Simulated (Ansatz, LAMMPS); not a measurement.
# Amorphous 21HfO2-79Al2O3 (mol %) (110 atoms): relaxed cell and levels of theory

What does this cell relax to, and how do the Kohn-Sham gap, forces and pressure change with k-mesh and functional?

Calculated with Ansatz 0.2.0: Kohn-Sham DFT, PBE, PAW (set soft_2), plane waves; cutoff 420 eV, Γ point, fermi-dirac smearing of 0.025 eV.

**The cell**

Density at the start: 3.94 g/cm³. The cell holds 110 atoms: 5 Hf, 38 Al and 67 O. Cell: a = 10.802 Å, b = 10.802 Å, c = 10.802 Å, α = 90.0°, β = 90.0°, γ = 90.0°. 110 atoms (5 Zr, 38 Al, 67 O) placed at random at 3.36 g/cm³, melted at 5000 K for 10 ps at fixed volume with the Morse and Coulomb pair potential with partial charges (Pedone, Malavasi, Menziani, Cormack and Segre, J. Phys. Chem. B 110, 11780 (2006)). Quenched from 5000 K to 300 K at 50 K/ps and fixed volume, held 5 ps, then minimised at fixed cell. Then Zr was replaced by Hf (the potential has no terms for the new elements, so the cell is a start for a DFT relaxation).

Cell and atoms were relaxed with PBE. The walk converged after 9 steps, with a largest force component of 0.0128 eV/Å; it began at an r.m.s. force component of 0.44 eV/Å. The edges went from 10.802, 10.802, 10.802 to 10.603, 10.729, 10.722 Å, and the volume from 11.457 to 11.086 Å³ an atom (-3.2 %).

The input of the reference single point:

```yaml
crystal:
  lattice:
    - [10.60234, 0.06632, 0.06178]
    - [0.06632, 10.72857, -0.04735]
    - [0.06178, -0.04735, 10.72164]
  atoms:
    - { symbol: Hf, position: [0.10628, 0.10825, 0.7069] }
    - { symbol: Hf, position: [0.95769, 0.06887, 0.23393] }
    - { symbol: Hf, position: [0.26779, 0.83639, 0.70937] }
    - { symbol: Hf, position: [0.04644, 0.40806, 0.89934] }
    [... 104 atom lines left out ...]
    - { symbol: O, position: [0.14748, 0.67521, 0.68456] }
    - { symbol: O, position: [0.35238, 0.26842, 0.44252] }
kpoints:
  mp_grid: { grid: [1, 1, 1] }
hamiltonian:
  xc: pbe
scf:
  occupations: { method: fermi_dirac, width: 0.025 }
output:
  forces: true
  stress: true
  populations: true
  dos:
    method: { smearing: { sigma: 0.08 } }
    de: 0.05
    projected: { site_lists: { Al: [Al], Hf: [Hf], O: [O] } }
  eigenvalues: true
  write_density: true
  write_potential: true
  volumetric_format: npy
```

**Bonds after relaxation**

Bonds by pair of elements; cutoffs follow the first minimum of g(r), held within bounds set by covalent radii, and pairs that aren't listed don't count as bonded:

| pair A-B | cutoff (Å) | bonds | mean length (Å) | spread (Å) | shortest (Å) | B about A | A about B |
| --- | --- | --- | --- | --- | --- | --- | --- |
| O-Al | 2.33 | 177 | 1.86 | 0.094 | 1.71 | 2.64 | 4.66 |
| O-Hf | 2.82 | 32 | 2.17 | 0.154 | 1.96 | 0.478 | 6.4 |

How many atoms have how many bonded neighbours:

| element | mean | 2 | 3 | 4 | 5 | 6 | 7 |
| --- | --- | --- | --- | --- | --- | --- | --- |
| Al | 4.66 | 0 | 0 | 18 | 15 | 5 | 0 |
| Hf | 6.4 | 0 | 0 | 0 | 0 | 3 | 2 |
| O | 3.12 | 2 | 55 | 10 | 0 | 0 | 0 |

**Levels of theory**

Single points at the relaxed geometry:

| functional | k-mesh | Kohn-Sham gap (eV) | pressure (GPa) | r.m.s. force component (eV/Å) | SCF cycles | time |
| --- | --- | --- | --- | --- | --- | --- |
| PBE | 1×1×1 | 3.661 | 0.01 | 0.003 | 9 | 15 s |
| PBE | 2×2×2 | 3.649 | 0.04 | 0.006 | 9 | 2 min |
| HSE06 | 1×1×1 | 5.386 | -5.83 | 0.098 | 20 | 4.2 min |
| r2SCAN | 1×1×1 | 4.303 | -5.52 | 0.076 | 9 | 33 s |
| PBEsol | 1×1×1 | 3.545 | -4.20 | 0.050 | 10 | 14 s |

The gap is that between the highest filled and lowest empty Kohn-Sham level on the run's k-points. Cutoffs: 420 eV for PBE, HSE06 and PBEsol; 500 eV for r2SCAN. Times come from shared hosts and are rough.

**Findings**

By these cutoffs 47 % of Al atoms have 4, 60 % of Hf atoms have 6 and 82 % of O atoms have 3 neighbours. The Kohn-Sham gap is 3.66 eV with PBE on the 1×1×1 mesh and 3.65 eV on 2×2×2. On the 1×1×1 mesh HSE06 changes the gap by +1.73 eV against PBE. Carrying that shift over to the 2×2×2 mesh gives 3.65 + 1.73 = 5.37 eV, an estimate that takes the shift to be alike at all k-points. On the reference's mesh the gap changes with r2SCAN by +0.64 eV and PBEsol by -0.12 eV. Against the reference the pressure changes with HSE06 by -5.8 GPa, r2SCAN by -5.5 GPa and PBEsol by -4.2 GPa; a negative change means that the functional would take a smaller volume. The denser mesh moves the energy by -1.4 meV/atom and the pressure by +0.03 GPa.

Limits: All single points share the geometry relaxed with PBE. The volume changed by -3.2 % on relaxing; in so small a cell, on this mesh and at this cutoff, the relaxed density is rough. One sample; tail or defect levels can set the gap of a disordered cell. The quench rate of 50 K/ps is many orders above laboratory rates, so the cell is likely richer in defects and strain than a real sample. The network of bonds at the start is that of the classical potential that made the cell, and needn't be the one that DFT or experiment would give. Spin–orbit coupling is left out, which matters for the levels of the heavy elements.

[Long decimals in the printed logs are rounded to 6 places.]

[Logs are printed without paths, hosts, clocks, repeated set-up lines and the standing remarks that a program may print on its own settings, such as how far it seeks lower states.]

[Hosts, paths, dates, database ids (printed as entryN), source tags and the programs' standing remarks are cut or masked in the printed files.]

[Runs of further levels or settings that didn't converge aren't in the tables.]
